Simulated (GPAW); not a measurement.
## An In chain with one bond drawn out: a series of junctions

How does transport respond as one structural variable is stepped? The junctions: an In chain with one bond drawn out.

Main program and level: GPAW 26.7.0; GPAW LCAO, PAW setups; Landauer transmission from Green's functions with principal layers (ASE), zero bias.

### 1. The starting structure

The cell holds 10 atoms: 10 In. Its edges and angles: a = 9.000 Å, b = 9.000 Å, c = 29.700 Å, α = 90.0°, β = 90.0°, γ = 90.0°. Regions: left lead, 5 atoms (5 In); right lead, 5 atoms (5 In). Vacuum lies along a and b. The structure is stacked along c, and the current runs across the ab planes.

### 2. Member of the series, stretch 0.2 Å

The structure changes from member to member while basis and functional stay, so that the trend is less open to errors of the level than any single value.

The input, run.py:

```python
import json
import numpy as np
from ase import Atoms
from ase.transport.calculators import TransportCalculator
from gpaw import GPAW, FermiDirac
from gpaw.lcao.tools import get_lcao_hamiltonian
from scipy.linalg import eigh

# The junction with lead layers at both ends, along the third cell vector
device = Atoms(
    ['In', 'In', 'In', 'In', 'In', 'In', 'In', 'In', 'In', 'In'],
    positions=[
        [4.50000, 4.50000, 1.47500],
        [4.50000, 4.50000, 4.42500],
        [4.50000, 4.50000, 7.37500],
        [4.50000, 4.50000, 10.32500],
        [4.50000, 4.50000, 13.27500],
        [4.50000, 4.50000, 16.42500],
        [4.50000, 4.50000, 19.37500],
        [4.50000, 4.50000, 22.32500],
        [4.50000, 4.50000, 25.27500],
        [4.50000, 4.50000, 28.22500]],
    cell=[[9.0, 0.0, 0.0], [0.0, 9.0, 0.0], [0.0, 0.0, 29.7]],
    pbc=True)

# One principal layer of the lead: the first 3 atoms of the device
lead = Atoms(
    ['In', 'In', 'In'],
    positions=[
        [4.50000, 4.50000, 1.47500],
        [4.50000, 4.50000, 4.42500],
        [4.50000, 4.50000, 7.37500]],
    cell=[[9.0, 0.0, 0.0], [0.0, 9.0, 0.0], [0.0, 0.0, 8.85]],
    pbc=True)

settings = dict(mode='lcao', basis='dzp', xc='LDA', h=0.2,
                occupations=FermiDirac(0.1), maxiter=250,
                mixer=dict(beta=0.1, nmaxold=8, weight=100.0),
                convergence=dict(density=0.0001))
energies = np.arange(-2, 2 + 1e-9, 0.05)
eta = 0.0001
n1, n2 = 1, 1
# k and -k transmit alike, so half of the mesh across the current serves
mesh = [(i, j) for i in range(n1) for j in range(n2) if (i, j) <= (-i % n1, -j % n2)]
weights = np.array([1 if (i, j) == (-i % n1, -j % n2) else 2 for i, j in mesh]) / (n1 * n2)

# [... helper functions left out ...]
fermi_lead = ground_state(lead, (1, 1, 13), 'lead.txt')
fermi_device = ground_state(device, (1, 1, 3), 'device.txt')
# [... loop over the mesh left out, but for ...]
        # Shift the lead onto the potential of the device's first layer
        shift = ((H[:, 0, 0] - H0[:, 0, 0]) / S0[0, 0]).real.mean()
# [...]
kT = 8.617333e-5 * 500
bias = [0.1, 0.2, 0.5, 1.0, 1.5, 2.0]
# [... integrals and printing left out ...]
```

Run with:

```sh
$ OMP_NUM_THREADS=1 OPENBLAS_NUM_THREADS=1 python run.py
```

The log of the run:

```text
basis functions: device 230, principal layer 69
Fermi level: lead -2.4627 eV, device -2.4450 eV; lead shifted by 0.0095 eV
largest coupling past the next layer 1.90e-06 eV, largest misfit of the first layer 0.021 eV
  E-E_F (eV)   T (one spin)  [channel counts left out]
    -2.000    3.4552e-08
    -1.950    1.2735e-08
    -1.900    6.6878e-09
    -1.850    4.3519e-09
    -1.800    3.3031e-09
    -1.750    2.8361e-09
    -1.700    2.7114e-09
    -1.650    2.8665e-09
    -1.600    3.3521e-09
    -1.550    4.3693e-09
    -1.500    6.4623e-09
    -1.450    1.1238e-08
    -1.400    2.4733e-08
    -1.350    8.2772e-08
    -1.300    8.8350e-07
    -1.250    9.6366e-01
[...]
1.650    2.9153e+00
     1.700    2.9150e+00
     1.750    2.9142e+00
     1.800    2.9128e+00
     1.850    2.9073e+00
     1.900    2.9127e+00
     1.950    2.9093e+00
     2.000    2.9063e+00
conductance at 500 K: 2.8858 G0 a cell; thermopower -6.231 uV/K
current from the zero-bias T(E) at 0.1 V: 22.291 uA
current from the zero-bias T(E) at 0.2 V: 44.105 uA
current from the zero-bias T(E) at 0.5 V: 100.27 uA
current from the zero-bias T(E) at 1.0 V: 176.7 uA
current from the zero-bias T(E) at 1.5 V: 252.03 uA
current from the zero-bias T(E) at 2.0 V: 327.48 uA
```

It took 36 s on 1 thread of Arm Neoverse V2, shared host; peak memory 1 GiB.

Numbers from this step:

```yaml
conductance: 2.886 G₀
largest_coupling_past_the_next_principal_layer: 1.90e-6 eV
largest_misfit_of_the_first_principal_layer: 0.02134 eV
shift_that_aligns_the_lead: 0.009483 eV
basis_functions_of_the_junction: 230
basis_functions_of_a_principal_layer: 69
transmission_at_the_fermi_level_one_spin: 2.930
```

One spin. The transmission, zone mean by energy, zero at the Fermi level:

| energy (eV) | transmission, zone mean |
| --- | --- |
| -2.00 | 3.5e-8 |
| -1.85 | 4.4e-9 |
| -1.70 | 2.7e-9 |
| -1.60 | 3.4e-9 |
| -1.45 | 1.1e-8 |
| -1.30 | 8.8e-7 |
| -1.15 | 0.987 |
| -1.05 | 0.988 |
| -0.90 | 0.989 |
| -0.75 | 0.989 |
| -0.60 | 0.989 |
| -0.50 | 0.989 |
| -0.35 | 0.989 |
| -0.20 | 0.989 |
| -0.05 | 2.91 |
| 0.00 | 2.93 |
| 0.05 | 2.94 |
| 0.20 | 2.93 |
| 0.35 | 2.90 |
| 0.50 | 2.90 |
| 0.60 | 2.90 |
| 0.75 | 2.90 |
| 0.90 | 2.91 |
| 1.05 | 2.91 |
| 1.15 | 2.91 |
| 1.30 | 2.91 |
| 1.45 | 2.91 |
| 1.60 | 2.92 |
| 1.70 | 2.92 |
| 1.85 | 2.91 |
| 2.00 | 2.91 |

Not self-consistent under bias; the bias window is split evenly. The current through one cell, from the zero-bias transmission by bias:

| bias (V) | current through one cell, from the zero-bias transmission (μA) |
| --- | --- |
| 0.100 | 22.3 |
| 0.200 | 44.1 |
| 0.500 | 100 |
| 1.000 | 177 |
| 1.500 | 252 |
| 2.000 | 327 |

Transmission of the three most open eigenchannels against energy, zero at the Fermi level:

| energy (eV) | channel 1 | channel 2 = channel 3 |
| --- | --- | --- |
| -2.00 | 3.5e-8 | 0 |
| -1.90 | 6.7e-9 | 0 |
| -1.80 | 3.3e-9 | 0 |
| -1.70 | 2.7e-9 | 0 |
| -1.55 | 4.4e-9 | 0 |
| -1.45 | 1.1e-8 | 0 |
| -1.35 | 8.3e-8 | 0 |
| -1.25 | 0.964 | 0 |
| -1.15 | 0.987 | 0 |
| -1.05 | 0.988 | 0 |
| -0.90 | 0.989 | 0 |
| -0.80 | 0.989 | 0 |
| -0.70 | 0.989 | 0 |
| -0.60 | 0.989 | 0 |
| -0.50 | 0.989 | 0 |
| -0.40 | 0.989 | 0 |
| -0.25 | 0.989 | 8.1e-11 |
| -0.15 | 0.989 | 0.950 |
| -0.05 | 0.989 | 0.961 |
| 0.00 | 0.989 | 0.970 |
| 0.05 | 0.989 | 0.975 |
| 0.15 | 0.989 | 0.974 |
| 0.25 | 0.989 | 0.966 |
| 0.40 | 0.989 | 0.958 |
| 0.50 | 0.989 | 0.954 |
| 0.60 | 0.988 | 0.954 |
| 0.70 | 0.988 | 0.956 |
| 0.80 | 0.988 | 0.958 |
| 0.90 | 0.988 | 0.960 |
| 1.05 | 0.988 | 0.961 |
| 1.15 | 0.987 | 0.962 |
| 1.25 | 0.987 | 0.962 |
| 1.35 | 0.987 | 0.963 |
| 1.45 | 0.987 | 0.963 |
| 1.55 | 0.987 | 0.964 |
| 1.70 | 0.987 | 0.964 |
| 1.80 | 0.987 | 0.963 |
| 1.90 | 0.987 | 0.963 |
| 2.00 | 0.987 | 0.960 |

Couplings past the next layer reach 1.9e-6 eV, small enough to drop; the matrix elements of the cell's first layer differ from the bulk lead's by up to 0.021 eV. That layer keeps its own values in the calculation, and only beyond it is the lead taken as perfect. The Fermi levels of lead and junction count from different zeros of potential, one for each periodic cell; with both set to zero, the small remaining shift is what aligns them. By hand: G = 2.886 × 77.48 μS = 224 μS, a resistance of 4.47 kΩ; at 0.1 V a linear junction would pass 22.4 μA, and the integral over the bias window gives 22.3 μA.

### 3. Member of the series: stretch = 0.5

The cell differs from the one that the last finished run ended in (c 29.700 → 30.000 Å).

Changes to run.py since step 2:

```diff
@@ -17,8 +17,8 @@
         [4.50000, 4.50000, 13.27500],
-        [4.50000, 4.50000, 16.42500],
-        [4.50000, 4.50000, 19.37500],
-        [4.50000, 4.50000, 22.32500],
-        [4.50000, 4.50000, 25.27500],
-        [4.50000, 4.50000, 28.22500]],
-    cell=[[9.0, 0.0, 0.0], [0.0, 9.0, 0.0], [0.0, 0.0, 29.7]],
+        [4.50000, 4.50000, 16.72500],
+        [4.50000, 4.50000, 19.67500],
+        [4.50000, 4.50000, 22.62500],
+        [4.50000, 4.50000, 25.57500],
+        [4.50000, 4.50000, 28.52500]],
+    cell=[[9.0, 0.0, 0.0], [0.0, 9.0, 0.0], [0.0, 0.0, 30.0]],
     pbc=True)
```

The log of the run:

```text
basis functions: device 230, principal layer 69
Fermi level: lead -2.4627 eV, device -2.4355 eV; lead shifted by 0.0037 eV
largest coupling past the next layer 1.90e-06 eV, largest misfit of the first layer 0.036 eV
  E-E_F (eV)   T (one spin)  [channel counts left out]
    -2.000    1.4200e-08
    -1.950    5.9635e-09
    -1.900    3.3947e-09
    -1.850    2.3404e-09
    -1.800    1.8584e-09
    -1.750    1.6562e-09
    -1.700    1.6350e-09
    -1.650    1.7786e-09
    -1.600    2.1350e-09
    -1.550    2.8524e-09
    -1.500    4.3213e-09
    -1.450    7.7017e-09
    -1.400    1.7431e-08
    -1.350    6.0824e-08
    -1.300    7.6705e-07
    -1.250    7.6757e-01
[...]
1.650    2.5183e+00
     1.700    2.5143e+00
     1.750    2.5091e+00
     1.800    2.5023e+00
     1.850    2.4829e+00
     1.900    2.4926e+00
     1.950    2.4822e+00
     2.000    2.4720e+00
conductance at 500 K: 2.5512 G0 a cell; thermopower -9.39 uV/K
current from the zero-bias T(E) at 0.1 V: 19.667 uA
current from the zero-bias T(E) at 0.2 V: 38.708 uA
current from the zero-bias T(E) at 0.5 V: 87.237 uA
current from the zero-bias T(E) at 1.0 V: 154.05 uA
current from the zero-bias T(E) at 1.5 V: 219.5 uA
current from the zero-bias T(E) at 2.0 V: 285.29 uA
```

Run time: 36 s. Hardware: 1 thread; peak memory 1 GiB.

Numbers from this step:

- conductance: 2.551 G₀
- largest misfit of the first principal layer: 0.03614 eV
- shift that aligns the lead: 0.003659 eV
- transmission at the Fermi level (one spin): 2.636

One spin. The transmission, zone mean by energy, zero at the Fermi level:

| energy (eV) | transmission, zone mean |
| --- | --- |
| -2.00 | 1.4e-8 |
| -1.85 | 2.3e-9 |
| -1.70 | 1.6e-9 |
| -1.60 | 2.1e-9 |
| -1.45 | 7.7e-9 |
| -1.30 | 7.7e-7 |
| -1.15 | 0.898 |
| -1.05 | 0.914 |
| -0.90 | 0.921 |
| -0.75 | 0.924 |
| -0.60 | 0.925 |
| -0.50 | 0.926 |
| -0.35 | 0.927 |
| -0.20 | 0.928 |
| -0.05 | 2.59 |
| 0.00 | 2.64 |
| 0.05 | 2.65 |
| 0.20 | 2.58 |
| 0.35 | 2.45 |
| 0.50 | 2.45 |
| 0.60 | 2.45 |
| 0.75 | 2.46 |
| 0.90 | 2.48 |
| 1.05 | 2.50 |
| 1.15 | 2.51 |
| 1.30 | 2.52 |
| 1.45 | 2.52 |
| 1.60 | 2.52 |
| 1.70 | 2.51 |
| 1.85 | 2.48 |
| 2.00 | 2.47 |

Not self-consistent under bias; the bias window is split evenly. Table of current through one cell, from the zero-bias transmission by bias:

| bias (V) | current through one cell, from the zero-bias transmission (μA) |
| --- | --- |
| 0.100 | 19.7 |
| 0.200 | 38.7 |
| 0.500 | 87.2 |
| 1.000 | 154 |
| 1.500 | 219 |
| 2.000 | 285 |

The transmission of the three most open eigenchannels by energy, zero at the Fermi level:

| energy (eV) | channel 1 | channel 2 = channel 3 |
| --- | --- | --- |
| -2.00 | 1.4e-8 | 0 |
| -1.90 | 3.4e-9 | 0 |
| -1.80 | 1.9e-9 | 0 |
| -1.70 | 1.6e-9 | 0 |
| -1.55 | 2.9e-9 | 0 |
| -1.45 | 7.7e-9 | 0 |
| -1.35 | 6.1e-8 | 0 |
| -1.25 | 0.768 | 0 |
| -1.15 | 0.898 | 0 |
| -1.05 | 0.914 | 0 |
| -0.90 | 0.921 | 0 |
| -0.80 | 0.923 | 0 |
| -0.70 | 0.924 | 0 |
| -0.60 | 0.925 | 0 |
| -0.50 | 0.926 | 0 |
| -0.40 | 0.927 | 0 |
| -0.25 | 0.928 | 5.5e-11 |
| -0.15 | 0.928 | 0.531 |
| -0.05 | 0.928 | 0.829 |
| 0.00 | 0.928 | 0.854 |
| 0.05 | 0.928 | 0.859 |
| 0.15 | 0.928 | 0.841 |
| 0.25 | 0.928 | 0.809 |
| 0.40 | 0.928 | 0.777 |
| 0.50 | 0.927 | 0.763 |
| 0.60 | 0.927 | 0.760 |
| 0.70 | 0.926 | 0.764 |
| 0.80 | 0.926 | 0.770 |
| 0.90 | 0.925 | 0.778 |
| 1.05 | 0.925 | 0.788 |
| 1.15 | 0.924 | 0.793 |
| 1.25 | 0.924 | 0.797 |
| 1.35 | 0.923 | 0.800 |
| 1.45 | 0.923 | 0.801 |
| 1.55 | 0.923 | 0.800 |
| 1.70 | 0.923 | 0.796 |
| 1.80 | 0.923 | 0.790 |
| 1.90 | 0.923 | 0.785 |
| 2.00 | 0.923 | 0.775 |

The conductance, 2.55 G₀, lies 12 % below that of the member before.

### 4. Junction: stretch = 0.8

The cell differs from the one that the last finished run ended in (c 30.000 → 30.300 Å).

Changes to run.py since step 3:

```diff
@@ -17,8 +17,8 @@
         [4.50000, 4.50000, 13.27500],
-        [4.50000, 4.50000, 16.72500],
-        [4.50000, 4.50000, 19.67500],
-        [4.50000, 4.50000, 22.62500],
-        [4.50000, 4.50000, 25.57500],
-        [4.50000, 4.50000, 28.52500]],
-    cell=[[9.0, 0.0, 0.0], [0.0, 9.0, 0.0], [0.0, 0.0, 30.0]],
+        [4.50000, 4.50000, 17.02500],
+        [4.50000, 4.50000, 19.97500],
+        [4.50000, 4.50000, 22.92500],
+        [4.50000, 4.50000, 25.87500],
+        [4.50000, 4.50000, 28.82500]],
+    cell=[[9.0, 0.0, 0.0], [0.0, 9.0, 0.0], [0.0, 0.0, 30.3]],
     pbc=True)
```

The log of the run:

```text
basis functions: device 230, principal layer 69
Fermi level: lead -2.4627 eV, device -2.4315 eV; lead shifted by 0.0008 eV
largest coupling past the next layer 1.90e-06 eV, largest misfit of the first layer 0.050 eV
  E-E_F (eV)   T (one spin)  [channel counts left out]
    -2.000    6.9456e-09
    -1.950    3.0821e-09
    -1.900    1.8177e-09
[...]
1.950    1.9130e+00
     2.000    1.9005e+00
conductance at 500 K: 2.0301 G0 a cell; thermopower -12.23 uV/K
current from the zero-bias T(E) at 0.1 V: 15.621 uA
current from the zero-bias T(E) at 0.2 V: 30.609 uA
current from the zero-bias T(E) at 0.5 V: 68.611 uA
current from the zero-bias T(E) at 1.0 V: 121.39 uA
current from the zero-bias T(E) at 1.5 V: 172.72 uA
current from the zero-bias T(E) at 2.0 V: 224.35 uA
```

The job ended after 35 s (1 thread; peak memory 1 GiB).

The conductance, 2.03 G₀, lies 20 % below that of the member before.

### 5. Junction: stretch = 1.2

The cell differs from the one that the last finished run ended in (c 30.300 → 30.700 Å).

Changes to run.py since step 4:

```diff
@@ -17,8 +17,8 @@
         [4.50000, 4.50000, 13.27500],
-        [4.50000, 4.50000, 17.02500],
-        [4.50000, 4.50000, 19.97500],
-        [4.50000, 4.50000, 22.92500],
-        [4.50000, 4.50000, 25.87500],
-        [4.50000, 4.50000, 28.82500]],
-    cell=[[9.0, 0.0, 0.0], [0.0, 9.0, 0.0], [0.0, 0.0, 30.3]],
+        [4.50000, 4.50000, 17.42500],
+        [4.50000, 4.50000, 20.37500],
+        [4.50000, 4.50000, 23.32500],
+        [4.50000, 4.50000, 26.27500],
+        [4.50000, 4.50000, 29.22500]],
+    cell=[[9.0, 0.0, 0.0], [0.0, 9.0, 0.0], [0.0, 0.0, 30.7]],
     pbc=True)
```

The log of the run:

```text
basis functions: device 230, principal layer 69
Fermi level: lead -2.4627 eV, device -2.4312 eV; lead shifted by 0.0017 eV
largest coupling past the next layer 1.90e-06 eV, largest misfit of the first layer 0.069 eV
  E-E_F (eV)   T (one spin)  [channel counts left out]
    -2.000    3.0171e-09
    -1.950    1.3526e-09
    -1.900    8.0401e-10
[...]
1.950    1.2484e+00
     2.000    1.2401e+00
conductance at 500 K: 1.2895 G0 a cell; thermopower -14.55 uV/K
current from the zero-bias T(E) at 0.1 V: 9.9139 uA
current from the zero-bias T(E) at 0.2 V: 19.395 uA
current from the zero-bias T(E) at 0.5 V: 43.673 uA
current from the zero-bias T(E) at 1.0 V: 77.903 uA
current from the zero-bias T(E) at 1.5 V: 110.89 uA
current from the zero-bias T(E) at 2.0 V: 143.78 uA
```

It took 36 s on 1 thread; peak memory 1 GiB.

The conductance, 1.29 G₀, lies 36 % below that of the member before.

### 6. Junction: stretch = 1.6

The cell differs from the one that the last finished run ended in (c 30.700 → 31.100 Å).

Changes to run.py since step 5:

```diff
@@ -17,8 +17,8 @@
         [4.50000, 4.50000, 13.27500],
-        [4.50000, 4.50000, 17.42500],
-        [4.50000, 4.50000, 20.37500],
-        [4.50000, 4.50000, 23.32500],
-        [4.50000, 4.50000, 26.27500],
-        [4.50000, 4.50000, 29.22500]],
-    cell=[[9.0, 0.0, 0.0], [0.0, 9.0, 0.0], [0.0, 0.0, 30.7]],
+        [4.50000, 4.50000, 17.82500],
+        [4.50000, 4.50000, 20.77500],
+        [4.50000, 4.50000, 23.72500],
+        [4.50000, 4.50000, 26.67500],
+        [4.50000, 4.50000, 29.62500]],
+    cell=[[9.0, 0.0, 0.0], [0.0, 9.0, 0.0], [0.0, 0.0, 31.1]],
     pbc=True)
```

The log of the run:

```text
basis functions: device 230, principal layer 69
Fermi level: lead -2.4627 eV, device -2.4346 eV; lead shifted by 0.0053 eV
largest coupling past the next layer 1.90e-06 eV, largest misfit of the first layer 0.084 eV
  E-E_F (eV)   T (one spin)  [channel counts left out]
    -2.000    1.3614e-09
    -1.950    5.9743e-10
    -1.900    3.5116e-10
[...]
1.950    7.8601e-01
     2.000    7.8351e-01
conductance at 500 K: 0.71715 G0 a cell; thermopower -15.5 uV/K
current from the zero-bias T(E) at 0.1 V: 5.5168 uA
current from the zero-bias T(E) at 0.2 V: 10.815 uA
current from the zero-bias T(E) at 0.5 V: 24.687 uA
current from the zero-bias T(E) at 1.0 V: 44.686 uA
current from the zero-bias T(E) at 1.5 V: 63.866 uA
current from the zero-bias T(E) at 2.0 V: 82.775 uA
```

Elapsed: 36 s, on 1 thread; peak memory 1.1 GiB.

One spin. The transmission, zone mean by energy, zero at the Fermi level:

| energy (eV) | transmission, zone mean |
| --- | --- |
| -2.00 | 1.4e-9 |
| -1.90 | 3.5e-10 |
| -1.80 | 2.0e-10 |
| -1.70 | 1.8e-10 |
| -1.55 | 3.2e-10 |
| -1.45 | 8.2e-10 |
| -1.35 | 5.4e-9 |
| -1.25 | 0.0560 |
| -1.15 | 0.175 |
| -1.05 | 0.229 |
| -0.90 | 0.275 |
| -0.80 | 0.296 |
| -0.70 | 0.313 |
| -0.60 | 0.328 |
| -0.50 | 0.341 |
| -0.40 | 0.354 |
| -0.25 | 0.370 |
| -0.15 | 0.437 |
| -0.05 | 0.698 |
| 0.00 | 0.766 |
| 0.05 | 0.786 |
| 0.15 | 0.750 |
| 0.25 | 0.700 |
| 0.40 | 0.665 |
| 0.50 | 0.657 |
| 0.60 | 0.661 |
| 0.70 | 0.672 |
| 0.80 | 0.687 |
| 0.90 | 0.703 |
| 1.05 | 0.728 |
| 1.15 | 0.744 |
| 1.25 | 0.758 |
| 1.35 | 0.770 |
| 1.45 | 0.779 |
| 1.55 | 0.786 |
| 1.70 | 0.790 |
| 1.80 | 0.790 |
| 1.90 | 0.788 |
| 2.00 | 0.784 |

The conductance, 0.717 G₀, lies 44 % below that of the member before.

### 7. Junction: stretch = 2.0

The cell differs from the one that the last finished run ended in (c 31.100 → 31.500 Å).

Changes to run.py since step 6:

```diff
@@ -17,8 +17,8 @@
         [4.50000, 4.50000, 13.27500],
-        [4.50000, 4.50000, 17.82500],
-        [4.50000, 4.50000, 20.77500],
-        [4.50000, 4.50000, 23.72500],
-        [4.50000, 4.50000, 26.67500],
-        [4.50000, 4.50000, 29.62500]],
-    cell=[[9.0, 0.0, 0.0], [0.0, 9.0, 0.0], [0.0, 0.0, 31.1]],
+        [4.50000, 4.50000, 18.22500],
+        [4.50000, 4.50000, 21.17500],
+        [4.50000, 4.50000, 24.12500],
+        [4.50000, 4.50000, 27.07500],
+        [4.50000, 4.50000, 30.02500]],
+    cell=[[9.0, 0.0, 0.0], [0.0, 9.0, 0.0], [0.0, 0.0, 31.5]],
     pbc=True)
```

The log of the run:

```text
basis functions: device 230, principal layer 69
Fermi level: lead -2.4627 eV, device -2.4407 eV; lead shifted by 0.0086 eV
largest coupling past the next layer 1.90e-06 eV, largest misfit of the first layer 0.095 eV
  E-E_F (eV)   T (one spin)  [channel counts left out]
    -2.000    5.9513e-10
    -1.950    2.5516e-10
    -1.900    1.4817e-10
[...]
1.950    4.8707e-01
     2.000    4.8865e-01
conductance at 500 K: 0.36491 G0 a cell; thermopower -15.68 uV/K
current from the zero-bias T(E) at 0.1 V: 2.81 uA
current from the zero-bias T(E) at 0.2 V: 5.525 uA
current from the zero-bias T(E) at 0.5 V: 12.799 uA
current from the zero-bias T(E) at 1.0 V: 23.539 uA
current from the zero-bias T(E) at 1.5 V: 33.875 uA
current from the zero-bias T(E) at 2.0 V: 44.062 uA
```

It took 35 s on 1 thread; peak memory 1.1 GiB.

The conductance, 0.365 G₀, lies 49 % below that of the member before.

### 8. Junction, box 9 × 9 × 32.1 Å: stretch = 2.6

The cell differs from the one that the last finished run ended in (c 31.500 → 32.100 Å).

Changes to run.py since step 7:

```diff
@@ -17,8 +17,8 @@
         [4.50000, 4.50000, 13.27500],
-        [4.50000, 4.50000, 18.22500],
-        [4.50000, 4.50000, 21.17500],
-        [4.50000, 4.50000, 24.12500],
-        [4.50000, 4.50000, 27.07500],
-        [4.50000, 4.50000, 30.02500]],
-    cell=[[9.0, 0.0, 0.0], [0.0, 9.0, 0.0], [0.0, 0.0, 31.5]],
+        [4.50000, 4.50000, 18.82500],
+        [4.50000, 4.50000, 21.77500],
+        [4.50000, 4.50000, 24.72500],
+        [4.50000, 4.50000, 27.67500],
+        [4.50000, 4.50000, 30.62500]],
+    cell=[[9.0, 0.0, 0.0], [0.0, 9.0, 0.0], [0.0, 0.0, 32.1]],
     pbc=True)
```

The log of the run:

```text
basis functions: device 230, principal layer 69
Fermi level: lead -2.4627 eV, device -2.4532 eV; lead shifted by 0.0114 eV
largest coupling past the next layer 1.90e-06 eV, largest misfit of the first layer 0.103 eV
  E-E_F (eV)   T (one spin)  [channel counts left out]
    -2.000    1.5609e-10
    -1.950    6.5470e-11
    -1.900    3.7597e-11
[...]
1.950    2.2617e-01
     2.000    2.2975e-01
conductance at 500 K: 0.11857 G0 a cell; thermopower -15.64 uV/K
current from the zero-bias T(E) at 0.1 V: 0.91438 uA
current from the zero-bias T(E) at 0.2 V: 1.8049 uA
current from the zero-bias T(E) at 0.5 V: 4.2589 uA
current from the zero-bias T(E) at 1.0 V: 8.0068 uA
current from the zero-bias T(E) at 1.5 V: 11.682 uA
current from the zero-bias T(E) at 2.0 V: 15.378 uA
```

It took 36 s on 1 thread; peak memory 1.1 GiB.

The conductance, 0.119 G₀, lies 68 % below that of the member before.

(Part 1 of 2 ends here.)

[Logs are printed without paths, hosts, clocks, repeated set-up lines and the standing remarks that a program may print on its own settings, such as how far it seeks lower states.]

[Hosts, paths, dates, database ids (printed as entryN), source tags and the programs' standing remarks are cut or masked in the printed files.]
